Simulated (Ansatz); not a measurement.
**Σ3 (111) boundary in fcc Cu: structure and resistance**

Aim: the relaxed structure and the specific resistance of the Σ3 (111) boundary in fcc Cu.

Method: Ansatz plane-wave DFT, PBE, PAW files; relaxation of a bicrystal slab with its lowest layers held; PAW set soft_1, in the first sound run; inputs show where later runs differ, in Ansatz 0.2.0.

Report form: the programs' logs are mostly left out.

## Step 1: Set-up

The cell holds 10 atoms: 10 Cu. Cell: a = 2.556 Å, b = 2.556 Å, c = 29.784 Å, α = 90.0°, β = 90.0°, γ = 120.0°. It derives from Cu. built on the (1 1 1) plane; 1 overlapping atoms removed and the grains opened by 0 Å. Vacuum lies along c.

## Step 2: Relaxing the bicrystal

The boundary is built by mirroring the lower grain in the boundary plane and removing any atoms that overlap. A thin bicrystal slab is relaxed first, with the lowest layers held and the upper grain free to shift and open.

input.yaml

```yaml
crystal:
  lattice:
    - [2.5561627297, 0.0, 0.0]
    - [-1.2780813649, 2.2137018601, 0.0]
    - [0.0, 0.0, 29.7838831619]
  atoms:
    - { symbol: Cu, position: [0.6666666666, 0.3333333333, 0.1678760279] }
    - { symbol: Cu, position: [0.9999999999, 1.0, 0.2379507766] }
    - { symbol: Cu, position: [0.3333333333, 0.6666666666, 0.3080255254] }
    - { symbol: Cu, position: [0.6666666666, 0.3333333333, 0.3781002741] }
    - { symbol: Cu, position: [0.0, 0.0, 0.4481750228] }
    - { symbol: Cu, position: [0.6666666666, 0.3333333333, 0.5182497716] }
    - { symbol: Cu, position: [0.3333333333, 0.6666666666, 0.5883245203] }
    - { symbol: Cu, position: [0.9999999999, 1.0, 0.6583992691] }
    - { symbol: Cu, position: [0.6666666666, 0.3333333333, 0.7284740178] }
    - { symbol: Cu, position: [0.3333333332, 0.6666666666, 0.7985487665] }
kpoints:
  mp_grid: { grid: [10, 10, 1] }
hamiltonian:
  xc: pbe
  pseudopotentials: { kind: paw, azcp: { folder: soft_1 } }
scf:
  occupations: { method: fermi_dirac, width: 0.1 }
relax:
  f_tol: 0.03
  max_steps: 80
  constraints: [{ sites: [0, 1] }]
```

Launch:

```
> ansatz run input.yaml --threads 4 --pin off --max-ram 15360MiB --backend cpu --events-out ev --progress --plain --runs-dir out
```

Run time: 18 s. Hardware: 4 threads of Arm Neoverse V1, shared host; peak memory 0.73 GiB.

The steps of the relaxation:

| step | energy less that of the first step (eV) | largest force component (eV/Å) |
| --- | --- | --- |
| 1 | 0.0000 | 0.0486 |
| 2 | -0.0005 | 0.0293 |

The run keeps the 6 symmetry operations that it works with, so distortions that break them were not tested.

Numbers from this step:

- free energy: -66250.8919 eV
- energy at zero smearing: -66250.8312 eV
- Fermi energy: 10.07 eV

The largest force component on a free atom ends at 0.029 eV/Å, under the tolerance of 0.03, after 2 steps.

## Step 3: Transmission across the boundary

Bulk layers of each grain are laid under and over the relaxed boundary, and a lead is named in the middle of each, away from the free faces. The mesh across the current, 28×28, is finer than the density's, because channels open and close sharply across the zone. Energies from -0.1 to 0.1 eV in steps of 0.05 eV are too few for the program's thermal sum, so it prints no conductance; for a metal the transmission near the Fermi level serves, at a fraction of the cost.

This step: Ansatz plane-wave DFT, PBE, PAW files; ballistic transport by layer matching (Landauer), zero bias; boundary relaxed in a short slab, bulk layers laid on; PAW set soft_1 (Ansatz 0.2.0).

System of this step: Σ3 (111) boundary in fcc Cu. The cell holds 22 atoms: 22 Cu. Cell: a = 2.556 Å, b = 2.556 Å, c = 51.834 Å, α = 90.0°, β = 90.0°, γ = 120.0°. It derives from Cu. Regions: lower grain, 9 atoms (9 Cu); boundary, 6 atoms (6 Cu); upper grain, 7 atoms (7 Cu). Vacuum lies along c.

input.yaml

```yaml
crystal:
  lattice:
    - [2.5561627297, 0.0, 0.0]
    - [-1.2780813649, 2.2137018601, 0.0]
    - [0.0, 0.0, 51.8337784099]
  atoms:
    - { symbol: Cu, position: [-4.0000000002, -8.0000000001, 0.0771697554] }
    - { symbol: Cu, position: [-3.6666666668, -7.3333333335, 0.1174349684] }
    - { symbol: Cu, position: [-3.3333333335, -6.6666666668, 0.1577001814] }
    - { symbol: Cu, position: [-3.0000000001, -6.0000000001, 0.1979653944] }
    - { symbol: Cu, position: [-2.6666666668, -5.3333333334, 0.2382306074] }
    - { symbol: Cu, position: [-2.3333333334, -4.6666666667, 0.2784958205] }
    - { symbol: Cu, position: [-2.0000000001, -4.0, 0.3187610335] }
    - { symbol: Cu, position: [-1.6666666667, -3.3333333334, 0.3590262465] }
    - { symbol: Cu, position: [-1.3333333334, -2.6666666667, 0.3992914595] }
    - { symbol: Cu, position: [1.0, 1.0, 0.4395566725] }
    - { symbol: Cu, position: [0.3333333333, 0.6666666667, 0.4797490641] }
    - { symbol: Cu, position: [0.6666666667, 0.3333333333, 0.5200372299] }
    - { symbol: Cu, position: [0.0, 0.0, 0.5603498389] }
    - { symbol: Cu, position: [0.6666666667, 0.3333333333, 0.6007105701] }
    - { symbol: Cu, position: [0.3333333333, 0.6666666667, 0.6409737535] }
    - { symbol: Cu, position: [-1.0, -2.0, 0.6812389665] }
    - { symbol: Cu, position: [-1.3333333334, -2.6666666667, 0.7215041795] }
    - { symbol: Cu, position: [-1.6666666667, -3.3333333334, 0.7617693926] }
    - { symbol: Cu, position: [-2.0000000001, -4.0000000001, 0.8020346056] }
    - { symbol: Cu, position: [-2.3333333334, -4.6666666667, 0.8422998186] }
    - { symbol: Cu, position: [-2.6666666668, -5.3333333334, 0.8825650316] }
    - { symbol: Cu, position: [-3.0000000001, -6.0000000001, 0.9228302446] }
kpoints:
  mp_grid: { grid: [11, 11, 1] }
hamiltonian:
  xc: pbe
  pseudopotentials: { kind: paw, azcp: { folder: soft_1 } }
scf:
  occupations: { method: fermi_dirac, width: 0.1 }
output:
  transmission:
    leads: [[5, 6], [17, 18]]
    kmesh: [28, 28]
    e_range: [-0.1, 0.1]
    de: 0.05
  write_potential: true
  write_density: true
  volumetric_format: npy
  elf: true
```

Run time: 2.4 min. Hardware: 4 threads; peak memory 2.4 GiB; 8.8 min of CPU time.

Numbers from this step:

| Property | Result |
| --- | --- |
| free energy | -145753.2470 eV |
| energy at zero smearing | -145753.1483 eV |
| Fermi energy | 14.00 eV |
| cell area | 5.659 Å² |
| transmission per spin nearest the Fermi level | 0.7658 |
| open channels per spin nearest the Fermi level | 0.7844 |
| open channels per spin, upper lead | 0.7844 |
| step of the lead's potential | 6.1 meV |
| step of the upper lead's potential | 9 meV |

Per spin. Transmission, zone mean against energy, zero at the Fermi level:

| energy (eV) | transmission, zone mean |
| --- | --- |
| -0.1000 | 0.774 |
| -0.0500 | 0.777 |
| 0.0000 | 0.766 |
| 0.0500 | 0.768 |
| 0.1000 | 0.776 |

Per spin. Open channels, zone mean, lead = upper lead against energy, zero at the Fermi level:

| energy (eV) | open channels, zone mean, lead = upper lead |
| --- | --- |
| -0.1000 | 0.800 |
| -0.0500 | 0.800 |
| 0.0000 | 0.784 |
| 0.0500 | 0.784 |
| 0.1000 | 0.800 |

Transmission over k1 and k2. At 0.0000 eV from the Fermi level.

Ten even steps from '_' (0.00) to '@' (1.00), each cell a mean:
```
##%%@@@@@@@@@@@@@@@@@@@@@@@@%%####**________________++##
%%@@@@@@@@@@@@@@@@@@@@@@@@@@@@@@@@##__________________--
@@@@@@@@@@@@@@@@@@@@@@@@@@@@@@@@@@@@**__________________
@@@@@@@@@@@@@@@@@@@@@@@@@@@@@@@@@@@@@@%%________________
@@@@@@@@@@@@@@@@@@@@@@@@@@@@@@@@@@@@@@@@@@::____________
@@@@@@@@@@@@@@@@@@@@@@@@@@@@@@@@@@@@@@@@@@@@==__________
@@@@@@@@@@@@@@@@@@@@@@@@@@@@@@@@@@@@@@@@@@@@@@##________
@@@@@@@@@@@@@@@@@@@@@@@@%%%%@@@@@@@@@@@@@@@@@@@@@@..____
@@@@@@@@@@@@@@@@@@@@@@**____****@@@@@@@@@@@@@@@@@@@@##**
##@@@@@@@@@@@@@@@@@@@@__________==@@@@@@@@@@@@@@@@@@@@##
##%%@@@@@@@@@@@@@@@@@@##__________@@@@@@@@@@@@@@@@@@@@##
####@@@@@@@@@@@@@@@@@@@@::__________@@@@@@@@@@@@@@@@@@@@
%%**##@@@@@@@@@@@@@@@@@@@@====____==@@@@@@@@@@@@@@@@@@@@
@@::::--@@@@@@@@@@@@@@@@@@@@@@****@@@@@@@@@@@@@@@@@@@@@@
@@______..@@@@@@@@@@@@@@@@@@@@@@@@@@@@@@@@@@@@@@@@@@@@@@
@@__________##@@@@@@@@@@@@@@@@@@@@@@@@@@@@@@@@@@@@@@@@@@
@@____________==@@@@@@@@@@@@@@@@@@@@@@@@@@@@@@@@@@@@@@@@
@@______________::@@@@@@@@@@@@@@@@@@@@@@@@@@@@@@@@@@@@@@
@@__________________%%@@@@@@@@@@@@@@@@@@@@@@@@@@@@@@@@@@
@@::__________________%%@@@@@@@@@@@@@@@@@@@@@@@@@@@@@@@@
##**--________________**##%%%%@@@@@@@@@@@@@@@@@@@@@@@@%%
######################%%%%######%%@@@@@@@@@@@@@@@@@@%%##
```
Columns: k1 (b1) from -0.5 to 0.464; rows upwards: k2 (b2) from -0.5 to 0.464.

Open channels over k1 and k2. At 0.0000 eV from the Fermi level.

Ten even steps from '0' (0.00) to '9' (1.00), each cell a mean:
```
9999999999999999990000000079
9999999999999999990000000005
9999999999999999996000000000
9999999999999999999800000000
9999999999999999999992000000
9999999999999999999999500000
9999999999999999999999970000
9999999999998899999999999111
9999999999960066999999999999
9999999999900000499999999999
9999999999970000099999999999
9999999999992000009999999999
9999999999999440049999999999
9333999999999996699999999999
9000199999999999999999999999
9000007999999999999999999999
9000000599999999999999999999
9000000029999999999999999999
9000000000899999999999999999
9300000000099999999999999999
9950000000099999999999999999
9997777777799999999999999999
```
Columns: k1 (b1) from -0.5 to 0.464; rows upwards: k2 (b2) from -0.5 to 0.464.

ELF in the ca plane at fractional y = 0.000, with atoms of Cu within 0.2 Å of it. It is the smooth field of the valence electrons, not physical close to the nuclei.

Values, 5 rows by 16 columns, each cell a mean:
```
0.18 0.24 0.23 0.22 0.23 0.24 0.21 0.24 0.22 0.22 0.23 0.20 0.25 0.13 0.04 0.00
0.20 0.17 0.19 0.17 0.19 0.18 0.19 0.18 0.18 0.18 0.17 0.19 0.18 0.16 0.04 0.00
0.22 0.16 0.19 0.16 0.18 0.22 0.22 0.17 0.17 0.18 0.16 0.22 0.22 0.18 0.04 0.00
0.19 0.19 0.20 0.18 0.20 0.17 0.18 0.20 0.19 0.19 0.19 0.18 0.17 0.14 0.04 0.00
0.19 0.27 0.24 0.24 0.25 0.33 0.27 0.26 0.24 0.24 0.26 0.24 0.36 0.13 0.04 0.00
```
Columns run along c (16.0 Å, from fractional 0.69 to 1.00 of the cell), rows up along a (2.6 Å). Atoms in or near the plane, at fractional coordinates: Cu at (0.80, 0.00), Cu at (0.92, 0.00).

Valence density in the ca plane at fractional y = 0.000, with atoms of Cu within 0.2 Å of it. It is the smooth field of the valence electrons, not physical close to the nuclei.

Values in e/Å³, 5 rows by 16 columns, each cell a mean:
```
 2  0  0  0  0 10  7  0  0  0  0  5 12  0  0  0
 0  1  0  1  0  1  1  0  0  0  0  0  1  0  0  0
 0  1  0  1  0  0  0  1  1  1  1  0  0  0  0  0
 1  0  0  0  0  2  1  0  0  0  0  1  2  0  0  0
 4  0  0  0  0 19 12  0  0  0  0  9 22  0  0  0
```
Columns run along c (16.0 Å, from fractional 0.69 to 1.00 of the cell), rows up along a (2.6 Å). Atoms in or near the plane, at fractional coordinates: Cu at (0.80, 0.00), Cu at (0.92, 0.00).

Electrostatic potential energy in the ca plane at fractional y = 0.000, with atoms of Cu within 0.2 Å of it. With pseudopotentials it is smooth inside the atoms' cores, unlike the true potential.

Values in eV, 5 rows by 16 columns, each cell a mean:
```
 -6  14  15  14  13 -25 -17  14  15  15  14 -13 -28  15  19  19
 11   4  10   5   9   5   7   7   7   9   6   9   4  17  19  19
 14  -2   7  -1   6  13  14   3   3   4   1  14  13  18  19  19
  5   9  13  10  12  -6  -2  11  11  12  10   1  -8  17  19  19
-11  15  16  15  14 -31 -23  14  16  16  15 -19 -34  15  19  19
```
Columns run along c (16.0 Å, from fractional 0.69 to 1.00 of the cell; values clipped at the 3rd and 97th percentile), rows up along a (2.6 Å). Atoms in or near the plane, at fractional coordinates: Cu at (0.80, 0.00), Cu at (0.92, 0.00).

Over the solved energies the transmission per spin lies between 0.766 and 0.777, out of 0.794 channels of the lead on average (up to 0.800).

## Step 4: Specific resistance

This step: Ansatz plane-wave DFT, PBE, PAW files; ballistic transport by layer matching (Landauer), zero bias; specific resistance of the boundary; PAW set soft_1 (Ansatz 0.2.0).

Numbers from this step:

```
area resistance                      : 0.02545 fΩ m²
T over the leads' mean channel count : 0.9731
```

Averaged over the energies near the Fermi level, 97.3 % of the channels pass, which makes 0.0255 fΩ m².

By hand, with T and the leads' channels N averaged over the energies near the Fermi level: RA = A (h/2e²)(1/T − ½[1/N₁ + 1/N₂]) = 5.659×10⁻²⁰ m² × 12 906 Ω × (1/0.7723 − ½[1/0.7936 + 1/0.7936]) = 0.0255 fΩ m².

## Step 5: Single-crystal slab for reference

The free faces cost energy too. A single-crystal slab with the same faces and held layers is relaxed, so that they cancel.

This step: Ansatz plane-wave DFT, PBE, PAW files; relaxation of a single-crystal slab with its lowest layers held; PAW set soft_1 (Ansatz 0.2.0).

System of this step: Cu slab, plane (1, 1, 1). The cell holds 10 atoms: 10 Cu. Its edges and angles: a = 2.556 Å, b = 2.556 Å, c = 29.784 Å, α = 90.0°, β = 90.0°, γ = 120.0°. It derives from Cu. Vacuum lies along c.

input.yaml

```yaml
crystal:
  lattice:
    - [2.5561627297, 0.0, 0.0]
    - [-1.2780813649, 2.2137018601, 0.0]
    - [0.0, 0.0, 29.7838831619]
  atoms:
    - { symbol: Cu, position: [0.9999999998, 0.9999999999, 0.1678760279] }
    - { symbol: Cu, position: [0.3333333332, 0.6666666665, 0.2379507766] }
    - { symbol: Cu, position: [0.6666666665, 0.3333333332, 0.3080255254] }
    - { symbol: Cu, position: [0.9999999999, 0.9999999999, 0.3781002741] }
    - { symbol: Cu, position: [0.3333333332, 0.6666666666, 0.4481750228] }
    - { symbol: Cu, position: [0.6666666666, 0.3333333333, 0.5182497716] }
    - { symbol: Cu, position: [0.9999999999, 1.0, 0.5883245203] }
    - { symbol: Cu, position: [0.3333333333, 0.6666666666, 0.6583992691] }
    - { symbol: Cu, position: [0.6666666666, 0.3333333333, 0.7284740178] }
    - { symbol: Cu, position: [0.0, 0.0, 0.7985487665] }
kpoints:
  mp_grid: { grid: [10, 10, 1] }
hamiltonian:
  xc: pbe
  pseudopotentials: { kind: paw, azcp: { folder: soft_1 } }
scf:
  occupations: { method: fermi_dirac, width: 0.1 }
relax:
  f_tol: 0.03
  max_steps: 80
  constraints: [{ sites: [0, 1] }]
```

Wall time 25 s (4 threads); peak memory 0.73 GiB.

Relaxation path:

| step | energy less that of the first step (eV) | largest force component (eV/Å) |
| --- | --- | --- |
| 1 | 0.0000 | 0.0508 |
| 2 | -0.0004 | 0.0304 |
| 3 | -0.0005 | 0.0004 |

The atoms that moved most (Å):

| atom | dx | dy | dz | length |
| --- | --- | --- | --- | --- |
| Cu8 | 0.000 | 0.000 | 0.013 | 0.013 |
| Cu3 | 0.000 | 0.000 | -0.008 | 0.008 |
| Cu7 | 0.000 | 0.000 | 0.007 | 0.007 |
| Cu6 | 0.000 | 0.000 | 0.006 | 0.006 |
| Cu9 | 0.000 | 0.000 | 0.005 | 0.005 |

Final coordinates:

```
Cu
1.0
     2.55616    0.00000    0.00000
    -1.27808    2.21370    0.00000
     0.00000    0.00000   29.78388
Cu
10
Direct
  0.00000 0.00000 0.16788
  0.33333 0.66667 0.23795
  0.66667 0.33333 0.30776
  0.00000 0.00000 0.37801
  0.33333 0.66667 0.44813
  0.66667 0.33333 0.51846
  0.00000 0.00000 0.58857
  0.33333 0.66667 0.65883
  0.66667 0.33333 0.72865
  0.00000 0.00000 0.79853
```

This step gave:

```
free energy             : -66250.9018 eV
energy at zero smearing : -66250.8412 eV
Fermi energy            : 10.07 eV
```

The largest force component on a free atom ends at 4.5e-4 eV/Å, under the tolerance of 0.03, after 3 steps.

## Step 6: Bulk reference

The perfect crystal gives the energy per atom, for the atoms by which bicrystal and slab differ.

This step: Ansatz plane-wave DFT, PBE, PAW files; bulk reference; PAW set soft_1 (Ansatz 0.2.0).

System of this step: Cu. The structure is cubic, space group Fm-3m (No. 225). Conventional cell: a = 3.615 Å, b = 3.615 Å, c = 3.615 Å, α = 90.00°, β = 90.00°, γ = 90.00°. Cu has 12 Cu at 2.56 Å nearest.

input.yaml, the sections that differ from step 5:

```yaml
crystal:
  lattice:
    - [0.0, 1.80748, 1.80748]
    - [1.80748, 0.0, 1.80748]
    - [1.80748, 1.80748, 0.0]
  atoms:
    - { symbol: Cu, position: [0.0, 0.0, 0.0] }
kpoints:
  mp_grid: { grid: [21, 21, 21] }
# hamiltonian, scf: as in step 5
# relax: removed
```

Elapsed: 1 s, on 4 threads; peak memory 0.3 GiB.

Numbers from this step:

```
free energy             : -6625.1873 eV
energy at zero smearing : -6625.1819 eV
Fermi energy            : 16.38 eV
```

## Step 7: Boundary energy

This step: Ansatz plane-wave DFT, PBE, PAW files; bicrystal less single-crystal slab less bulk atoms, a boundary area; PAW set soft_1 (Ansatz 0.2.0).

This step gave:

| Property | Result |
| --- | --- |
| excess energy of the cell | 0.01003 eV |
| boundary energy | 0.02839 J/m² |

The boundary costs 0.028 J/m², under the few hundredths of a J/m² that differences of such thin slabs resolve.

By hand: 0.0100 eV / 5.659 Å² × 16.02 = 0.0284 J/m².

## Step 8: What came out

```json
{
  "specific resistance of the boundary": "0.0255 fΩ m²",
  "share of channels that pass": "0.973",
  "boundary energy": "0.0284 J/m²"
}
```

In words: The boundary has a specific resistance of 0.025 fΩ m² and an energy of 0.028 J/m². The boundary reflects 2.7 % of the channels; 0.025 fΩ m² is 0.25×10⁻¹² Ω·cm². That equals the resistance of 1.5 nm of bulk Cu at 300 K (measured 1.725 µΩ cm, CRC Handbook of Chemistry and Physics, 84th ed., 2003, Electrical Resistivity of Pure Metals).

[Logs are printed without paths, hosts, clocks, repeated set-up lines and the standing remarks that a program may print on its own settings, such as how far it seeks lower states.]

[Hosts, paths, dates, database ids (printed as entryN), source tags and the programs' standing remarks are cut or masked in the printed files.]
